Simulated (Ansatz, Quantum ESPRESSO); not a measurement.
# TiSnTe3 (Pm-3m): zone-centre phonons

Wanted: the vibrations of TiSnTe3 (Pm-3m) at Γ, by two programs.

Calculated with Quantum ESPRESSO 8.0 development, patched; DFT LDA, scalar-relativistic, plane waves, PseudoDojo norm-conserving pseudopotentials.

The structure was built from a prototype and need not be the compound's stable phase.

### 1. Starting point

Symmetry: Pm-3m, No. 221, cubic system. Conventional cell: a = 5.471 Å, b = 5.471 Å, c = 5.471 Å, α = 90.00°, β = 90.00°, γ = 90.00°. Sn has 12 Te at 3.87 Å nearest. Nearest to Ti lie 6 Te at 2.74 Å. Te has 2 Ti at 2.74 Å nearest. Farther neighbours and most contacts between anions are not listed.

### 2. A probe with smearing

A cheap run with smearing and empty bands tells whether the crystal has a gap, which decides between fixed occupations and smearing later on.

File probe.in:

```
&CONTROL
  calculation = 'scf'
  prefix      = 'x'
  outdir      = './tmp'
  pseudo_dir  = './pseudo'
  tprnfor     = .true.
  tstress     = .true.
  verbosity   = 'high'
/
&SYSTEM
  ibrav       = 1
  celldm(1)   = 10.33831368
  nat         = 5
  ntyp        = 3
  ecutwfc     = 84.0
  occupations = 'smearing'
  smearing    = 'gaussian'
  degauss     = 0.01
/
&ELECTRONS
  conv_thr         = 1.0d-07
  mixing_beta      = 0.7
  electron_maxstep = 100
/
ATOMIC_SPECIES
 Sn    118.7100  Sn.upf
 Ti     47.8670  Ti.upf
 Te    127.6000  Te.upf
ATOMIC_POSITIONS crystal
 Sn     0.000000000   0.000000000   0.000000000
 Ti     0.500000000   0.500000000   0.500000000
 Te     0.500000000   0.500000000   0.000000000
 Te     0.500000000   0.000000000   0.500000000
 Te     0.000000000   0.500000000   0.500000000
K_POINTS automatic
 4 4 4 0 0 0
```

On the command line:

```bash
OMP_NUM_THREADS=1 mpirun -n 4 pw.x -nk 4 -in probe.in > probe.out
```

What it wrote:

```text
[banners, grids, parts of the stress and lines that vanish by symmetry left out]
Program PWSCF v.8.0dev
     bravais-lattice index     =            1
     lattice parameter (alat)  =      10.3383  a.u.
[...]
kinetic-energy cutoff     =      84.0000  Ry
     charge density cutoff     =     336.0000  Ry
     scf convergence threshold =      1.0E-07
[...]
Exchange-correlation= SLA-PW-NOGX-NOGC
                           (   1   4   0   0   0   0   0)
[...]
48 Sym. Ops., with inversion, found
[...]
(     0          1          0      )
                  (     0          0          1      )
[...]
(  0.0000000  1.0000000  0.0000000 )
                  (  0.0000000  0.0000000  1.0000000 )
[...]
(     0         -1          0      )
                  (     0          0          1      )
[...]
( -1.0000000  0.0000000  0.0000000 )
                  (  0.0000000  1.0000000  0.0000000 )
[...]
number of k points=    10  Gaussian smearing, width (Ry)=  0.0100
[...]
End of self-consistent calculation
[...]
the Fermi energy is     7.9536 ev
!    total energy              =    -903.64529875 Ry
[...]
convergence has been achieved in  11 iterations
[...]
atom    1 type  1   force =     0.00000000    0.00000000    0.00000000
     atom    2 type  2   force =     0.00000000    0.00000000    0.00000000
     atom    3 type  3   force =     0.00000000    0.00000000    0.00000000
     atom    4 type  3   force =     0.00000000    0.00000000    0.00000000
     atom    5 type  3   force =     0.00000000    0.00000000    0.00000000
[...]
Total force =     0.000000     Total SCF correction =     0.000000
[...]
total   stress  (Ry/bohr**3)                   (kbar)     P=      -56.37
[...]
XML data file, charge density, pseudopotentials, collected wavefunctions

   JOB DONE.
```

Run time: 21 s. Hardware: 4 MPI ranks of AMD EPYC 9R45, shared host; 83 s of CPU time.

Numbers from this step:

```
volume per atom   : 32.75 Å³
pressure          : -5.637 GPa
gap on the k-mesh : 0 eV
```

No gap opens on this mesh, so smearing is kept; the start stands at -5.6 GPa.

### 3. Relaxation

The relaxation runs at a cutoff a fifth above that of the response, since stress converges more slowly with the basis than frequencies do. Forces and stress are brought to rest with tight thresholds.

File relax.in:

```
&CONTROL
  calculation   = 'vc-relax'
  prefix        = 'x'
  outdir        = './tmp'
  pseudo_dir    = './pseudo'
  tprnfor       = .true.
  tstress       = .true.
  forc_conv_thr = 2.0d-05
  etot_conv_thr = 1.0d-07
  nstep         = 40
/
&SYSTEM
  ibrav       = 1
  celldm(1)   = 10.33831368
  nat         = 5
  ntyp        = 3
  ecutwfc     = 101
  occupations = 'smearing'
  smearing    = 'mv'
  degauss     = 0.02
/
&ELECTRONS
  conv_thr         = 1.0d-11
  mixing_beta      = 0.7
  electron_maxstep = 100
/
&IONS
/
&CELL
  press_conv_thr = 0.2
/
ATOMIC_SPECIES
 Sn    118.7100  Sn.upf
 Ti     47.8670  Ti.upf
 Te    127.6000  Te.upf
ATOMIC_POSITIONS crystal
 Sn     0.000000000   0.000000000   0.000000000
 Ti     0.500000000   0.500000000   0.500000000
 Te     0.500000000   0.500000000   0.000000000
 Te     0.500000000   0.000000000   0.500000000
 Te     0.000000000   0.500000000   0.500000000
K_POINTS automatic
 6 6 6 0 0 0
```

On the command line:

```bash
OMP_NUM_THREADS=1 mpirun -n 4 pw.x -nk 4 -in relax.in > relax.out
```

What it wrote:

```text
[banners, grids, parts of the stress and lines that vanish by symmetry left out]
[banner, memory and clock lines left out]
Program PWSCF v.8.0dev

[...]
kinetic-energy cutoff     =     101.0000  Ry
     charge density cutoff     =     404.0000  Ry
     scf convergence threshold =      1.0E-11
[...]
energy convergence thresh.=      1.0E-07
     force convergence thresh. =      2.0E-05
     press convergence thresh. =      2.0E-01
     Exchange-correlation= SLA-PW-NOGX-NOGC
                           (   1   4   0   0   0   0   0)
[...]
48 Sym. Ops., with inversion, found
[...]
number of k points=    20  Marzari-Vanderbilt smearing, width (Ry)=  0.0200
[...]
End of self-consistent calculation
[...]
the Fermi energy is     8.1656 ev
!    total energy              =    -903.64270386 Ry
[...]
convergence has been achieved in  16 iterations
[...]
atom    1 type  1   force =     0.00000000    0.00000000    0.00000000
     atom    2 type  2   force =     0.00000000    0.00000000    0.00000000
     atom    3 type  3   force =     0.00000000    0.00000000    0.00000000
     atom    4 type  3   force =     0.00000000    0.00000000    0.00000000
     atom    5 type  3   force =     0.00000000    0.00000000    0.00000000
     Total force =     0.000000     Total SCF correction =     0.000000
[...]
total   stress  (Ry/bohr**3)                   (kbar)     P=      -56.06
[...]
number of bfgs steps    =   0
[...]
CELL_PARAMETERS (alat= 10.33831368)
[...]
ATOMIC_POSITIONS (crystal)
Sn               0.0000000000        0.0000000000        0.0000000000
Ti               0.5000000000        0.5000000000        0.5000000000
Te               0.5000000000        0.5000000000        0.0000000000
Te               0.5000000000        0.0000000000        0.5000000000
[...]
New effective cutoffs (rho, wfc):  411.52  102.94
[...]
End of self-consistent calculation
[...]
the Fermi energy is     8.5518 ev
!    total energy              =    -903.65361379 Ry
[...]
convergence has been achieved in  12 iterations
[...]
atom    1 type  1   force =     0.00000000    0.00000000    0.00000000
     atom    2 type  2   force =     0.00000000    0.00000000    0.00000000
     atom    3 type  3   force =     0.00000000    0.00000000    0.00000000
     atom    4 type  3   force =     0.00000000    0.00000000    0.00000000
     atom    5 type  3   force =     0.00000000    0.00000000    0.00000000
     Total force =     0.000000     Total SCF correction =     0.000000
[...]
total   stress  (Ry/bohr**3)                   (kbar)     P=      -46.26
[...]
number of bfgs steps    =   1
[...]
WARNING: bfgs curvature condition failed, Theta= 0.988
[...]
CELL_PARAMETERS (alat= 10.33831368)
[...]
ATOMIC_POSITIONS (crystal)
[...]
New effective cutoffs (rho, wfc):  423.66  105.98
[...]
End of self-consistent calculation
[...]
the Fermi energy is     9.1572 ev
!    total energy              =    -903.66534914 Ry
[...]
convergence has been achieved in  14 iterations
[...]
atom    1 type  1   force =     0.00000000    0.00000000    0.00000000
     atom    2 type  2   force =     0.00000000    0.00000000    0.00000000
     atom    3 type  3   force =     0.00000000    0.00000000    0.00000000
[...]
total   stress  (Ry/bohr**3)                   (kbar)     P=        6.43
[...]
number of bfgs steps    =   3
[...]
CELL_PARAMETERS (alat= 10.33831368)
[...]
ATOMIC_POSITIONS (crystal)
[...]
New effective cutoffs (rho, wfc):  439.04  109.83
[...]
End of self-consistent calculation
[...]
the Fermi energy is     9.9325 ev
!    total energy              =    -903.67086954 Ry
[...]
convergence has been achieved in  11 iterations
[...]
Total force =     0.000000     Total SCF correction =     0.000000
[...]
total   stress  (Ry/bohr**3)                   (kbar)     P=       -0.61
[...]
number of bfgs steps    =   4
[...]
CELL_PARAMETERS (alat= 10.33831368)
[...]
ATOMIC_POSITIONS (crystal)
[...]
New effective cutoffs (rho, wfc):  439.34  109.90
[...]
End of self-consistent calculation
[...]
the Fermi energy is     9.9476 ev
!    total energy              =    -903.67087164 Ry
[...]
convergence has been achieved in   8 iterations
[...]
Total force =     0.000000     Total SCF correction =     0.000000
[...]
total   stress  (Ry/bohr**3)                   (kbar)     P=       -0.01
[...]
number of bfgs steps    =   5
[...]
small trust_radius: resetting bfgs history
[...]
CELL_PARAMETERS (alat= 10.33831368)
[...]
ATOMIC_POSITIONS (crystal)
[...]
New effective cutoffs (rho, wfc):  439.34  109.90
[...]
End of self-consistent calculation
[...]
the Fermi energy is     9.9477 ev
!    total energy              =    -903.67087164 Ry
[...]
convergence has been achieved in   5 iterations
[...]
atom    3 type  3   force =     0.00000000    0.00000000    0.00000000
     atom    4 type  3   force =     0.00000000    0.00000000    0.00000000
     atom    5 type  3   force =     0.00000000    0.00000000    0.00000000
     Total force =     0.000000     Total SCF correction =     0.000000
[...]
total   stress  (Ry/bohr**3)                   (kbar)     P=       -0.01
[...]
bfgs converged in   7 scf cycles and   6 bfgs steps
[...]
End of BFGS Geometry Optimization
     Final enthalpy           =    -903.6708716394 Ry
     File ./tmp/x.bfgs deleted, as requested
[...]
CELL_PARAMETERS (alat= 10.33831368)
[...]
ATOMIC_POSITIONS (crystal)
[...]
Te               0.5000000000        0.0000000000        0.5000000000
Te               0.0000000000        0.5000000000        0.5000000000
[...]
Final scf calculation at the relaxed structure.
[...]
kinetic-energy cutoff     =     101.0000  Ry
     charge density cutoff     =     404.0000  Ry
     scf convergence threshold =      1.0E-13
[...]
press convergence thresh. =      2.0E-01
     Exchange-correlation= SLA-PW-NOGX-NOGC
                           (   1   4   0   0   0   0   0)
[...]
48 Sym. Ops., with inversion, found
[...]
number of k points=    20  Marzari-Vanderbilt smearing, width (Ry)=  0.0200
[...]
End of self-consistent calculation
[...]
the Fermi energy is     9.9478 ev
!    total energy              =    -903.67071118 Ry
[...]
convergence has been achieved in  22 iterations
[...]
atom    1 type  1   force =     0.00000000    0.00000000    0.00000000
     atom    2 type  2   force =     0.00000000    0.00000000    0.00000000
     atom    3 type  3   force =     0.00000000    0.00000000    0.00000000
     atom    4 type  3   force =     0.00000000    0.00000000    0.00000000
     atom    5 type  3   force =     0.00000000    0.00000000    0.00000000
     Total force =     0.000000     Total SCF correction =     0.000000
[...]
total   stress  (Ry/bohr**3)                   (kbar)     P=       -0.04
[...]
XML data file, charge density, pseudopotentials, collected wavefunctions
```

The job ended after 5.3 min (4 MPI ranks; 21 min of CPU time).

Step by step:

| step | energy less that of the first step (eV) | largest force (eV/Å) | pressure (GPa) | volume (Å³) |
| --- | --- | --- | --- | --- |
| 1 | 0.0000 | 0.0000 | -5.61 | 163.74 |
| 2 | -0.1484 | 0.0000 | -4.63 | 159.10 |
| 3 | -0.3081 | 0.0000 | -2.83 | 152.32 |
| 4 | -0.3802 | 0.0000 | 0.64 | 142.69 |
| 5 | -0.3832 | 0.0000 | -0.06 | 144.38 |
| 6 | -0.3832 | 0.0000 | 0.00 | 144.23 |
| 7 | -0.3832 | 0.0000 | 0.00 | 144.23 |
| 8 | -0.3811 | 0.0000 | 0.00 | 144.23 |

| conventional cell, symmetrised | before | after | change |
| --- | --- | --- | --- |
| a (Å) | 5.471 | 5.244 | -4.1 % |
| b (Å) | 5.471 | 5.244 | -4.1 % |
| c (Å) | 5.471 | 5.244 | -4.1 % |
| volume (Å³/atom) | 32.75 | 28.85 | -11.9 % |

Final coordinates:

```xyz
5
Lattice="5.2443 0.0000 0.0000 0.0000 5.2443 0.0000 0.0000 0.0000 5.2443" Properties=species:S:1:pos:R:3 pbc="T T T"
Sn    0.0000    0.0000    0.0000
Ti    2.6222    2.6222    2.6222
Te    2.6222    2.6222    0.0000
Te    2.6222    0.0000    2.6222
Te    0.0000    2.6222    2.6222
```

The last row of the table of steps is pw.x's closing run on a basis chosen anew for the final cell, so its energy can jump.

Numbers from this step:

| Item | Value |
| --- | --- |
| volume per atom | 28.85 Å³ |
| pressure | -0.004 GPa |

The volume changes by -11.9 % from the cell with which this run began.

### 4. Self-consistent run for the response

Perturbation theory inherits every error of the wavefunctions, so the threshold is set near the limit of the arithmetic. Smearing stays on, as the first look found no gap above 0.3 eV.

File scf.in:

```
&CONTROL
  calculation = 'scf'
  prefix      = 'x'
  outdir      = './tmp'
  pseudo_dir  = './pseudo'
  tprnfor     = .true.
  tstress     = .true.
/
&SYSTEM
  ibrav       = 1
  celldm(1)   = 9.91030802
  nat         = 5
  ntyp        = 3
  ecutwfc     = 84.0
  occupations = 'smearing'
  smearing    = 'mv'
  degauss     = 0.02
/
&ELECTRONS
  conv_thr         = 1.0d-12
  mixing_beta      = 0.7
  electron_maxstep = 100
/
ATOMIC_SPECIES
 Sn    118.7100  Sn.upf
 Ti     47.8670  Ti.upf
 Te    127.6000  Te.upf
ATOMIC_POSITIONS crystal
 Sn     0.000000000   0.000000000   0.000000000
 Ti     0.500000000   0.500000000   0.500000000
 Te     0.500000000   0.500000000   0.000000000
 Te     0.500000000   0.000000000   0.500000000
 Te     0.000000000   0.500000000   0.500000000
K_POINTS automatic
 6 6 6 0 0 0
```

On the command line:

```bash
OMP_NUM_THREADS=1 mpirun -n 4 pw.x -nk 4 -in scf.in > scf.out
```

What it wrote:

```text
[banners, grids, parts of the stress and lines that vanish by symmetry left out]
[banner, memory and clock lines left out]
Program PWSCF v.8.0dev

[...]
kinetic-energy cutoff     =      84.0000  Ry
     charge density cutoff     =     336.0000  Ry
     scf convergence threshold =      1.0E-12
[...]
Exchange-correlation= SLA-PW-NOGX-NOGC
                           (   1   4   0   0   0   0   0)
[...]
48 Sym. Ops., with inversion, found
[...]
number of k points=    20  Marzari-Vanderbilt smearing, width (Ry)=  0.0200
[...]
End of self-consistent calculation
[...]
the Fermi energy is     9.9478 ev
!    total energy              =    -903.67050803 Ry
[...]
convergence has been achieved in  20 iterations
[...]
atom    1 type  1   force =     0.00000000    0.00000000    0.00000000
     atom    2 type  2   force =     0.00000000    0.00000000    0.00000000
     atom    3 type  3   force =     0.00000000    0.00000000    0.00000000
     atom    4 type  3   force =     0.00000000    0.00000000    0.00000000
     atom    5 type  3   force =     0.00000000    0.00000000    0.00000000
     Total force =     0.000000     Total SCF correction =     0.000000
[...]
total   stress  (Ry/bohr**3)                   (kbar)     P=        0.01
[...]
XML data file, charge density, pseudopotentials, collected wavefunctions
```

Run time: 37 s. Hardware: 4 MPI ranks.

This step gave:

```
pressure : 0.001 GPa
```

The cell stands at 0.001 GPa, close enough for phonons.

(Continued in part 2 of 3.)

[Host names and launcher messages were left out of these logs when they were recorded.]

[Logs are printed without paths, hosts, clocks, repeated set-up lines and the standing remarks that a program may print on its own settings, such as how far it seeks lower states.]

[Hosts, paths, dates, database ids (printed as entryN), source tags and the programs' standing remarks are cut or masked in the printed files.]
